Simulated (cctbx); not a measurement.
# Accept or mend?

Cell a = 4.3240 Å, b = 4.3240 Å, c = 9.7440 Å, α = 90.00°, β = 90.00°, γ = 90.00°; space group P4/nmm (no. 129, origin choice 1). The compound is TmTiSb2.

Simulated single-crystal data (cctbx): Mo Kα, λ = 0.71073 Å, to d = 0.7 Å, 95 % of the full sphere, strongest reflection 5000 counts, noise from counting, a 1.5 % proportional error and a noise floor of 4 counts (s.d.); no absorption, and some extinction, which the refinements don't model.

An isotropic refinement with weights 1/σ² prints:

```text
Rint 0.040, 203 unique reflections to 0.70 A
cycle     R1     wR2    GooF  max shift (A)
   1  0.3427  0.6509  29.830   0.23677
   2  0.1416  0.3739  17.132   0.00000
final R1 0.1416 wR2 0.3739 GooF 17.132  parameters 10  data/parameter 20.3
atom        x        y        z      Ueq    occ   su(xyz)  su(Uiso or U11)
Tm1    0.50000  0.00000  0.25748   0.0001  1.000  0.00067  0.0015
Sb1    0.50000  0.00000  0.63260   0.0001  1.000  0.00100  0.0019
Sb2    0.00000  0.00000  0.00000   0.0001  1.000  0.00000  0.0019
Ti1    0.00000  0.00000  0.50000   0.0042  1.000  0.00000  0.0046
Ti2    0.10189  0.21229  0.87359   0.1397  1.000  0.01024  0.0254
difference map: max 45.08 min -10.18 rms 4.16
Q1    0.0000  0.5000  0.7478    2   45.17  0.05 A from Tm1
Q2    0.0000  0.5000  0.3388    2   17.77  0.28 A from Sb1
Q3    0.1114  0.3886  0.1179    8    9.02  1.32 A from Ti2
Q4    0.0000  0.3364  0.1475    8    8.81  1.38 A from Ti2
Q5    0.0000  0.5000  0.1253    2    8.38  1.95 A from Ti2
Q6    0.0000  0.2127  0.1179    8    7.56  1.04 A from Ti2
```

Q: Accept it or mend it, and why?

Mend it. The fault: spurious atom: Ti2. Against the right model at the same level, R1 goes from 0.0125 to 0.1416 and GooF from 1.00 to 17.13, Ti2 takes U = 0.14 Å², U of Sb2 shrinks from 0.0103 to the program's floor, U of Sb1 shrinks from 0.0092 to the program's floor, U of Tm1 shrinks from 0.0063 to the program's floor and the top difference peak, 45.2 e/Å³, lies on Tm1. A site with no density behind it hides by a very large U or drifts.

The compound is TmTiSb2. The right model at the same level gives:

```text
Rint 0.040, 203 unique reflections to 0.70 A
cycle     R1     wR2    GooF  max shift (A)
   1  0.2424  0.4941  22.413   0.08338
   2  0.0125  0.0221   1.003   0.00001
final R1 0.0125 wR2 0.0221 GooF 1.003  parameters 6  data/parameter 33.8
atom        x        y        z      Ueq    occ   su(xyz)  su(Uiso or U11)
Tm1    0.50000  0.00000  0.25706   0.0063  1.000  0.00004  0.0001
Sb1    0.50000  0.00000  0.63296   0.0092  1.000  0.00006  0.0001
Sb2    0.00000  0.00000  0.00000   0.0103  1.000  0.00000  0.0001
Ti1    0.00000  0.00000  0.50000   0.0142  1.000  0.00000  0.0003
difference map: max 2.43 min -2.26 rms 0.29
Q1    0.0000  0.5000  0.3225    2    2.50  0.43 A from Sb1
Q2    0.0000  0.5000  0.0327    2    1.36  2.19 A from Sb2
Q3    0.0000  0.5000  0.4228    2    1.18  0.54 A from Sb1
Q4    0.1810  0.3190  0.3230    8    1.16  1.19 A from Sb1
Q5    0.0000  0.5000  0.8256    2    1.08  0.81 A from Tm1
Q6    0.0000  0.5000  0.5510    2    1.02  1.79 A from Sb1
```

The model is made up (kin elements in a known structure type, no relaxation), so it says nothing on whether the phase exists.

[Middle refinement cycles are left out of these outputs.]

[Logs are printed without paths, hosts, clocks, repeated set-up lines and the standing remarks that a program may print on its own settings, such as how far it seeks lower states.]
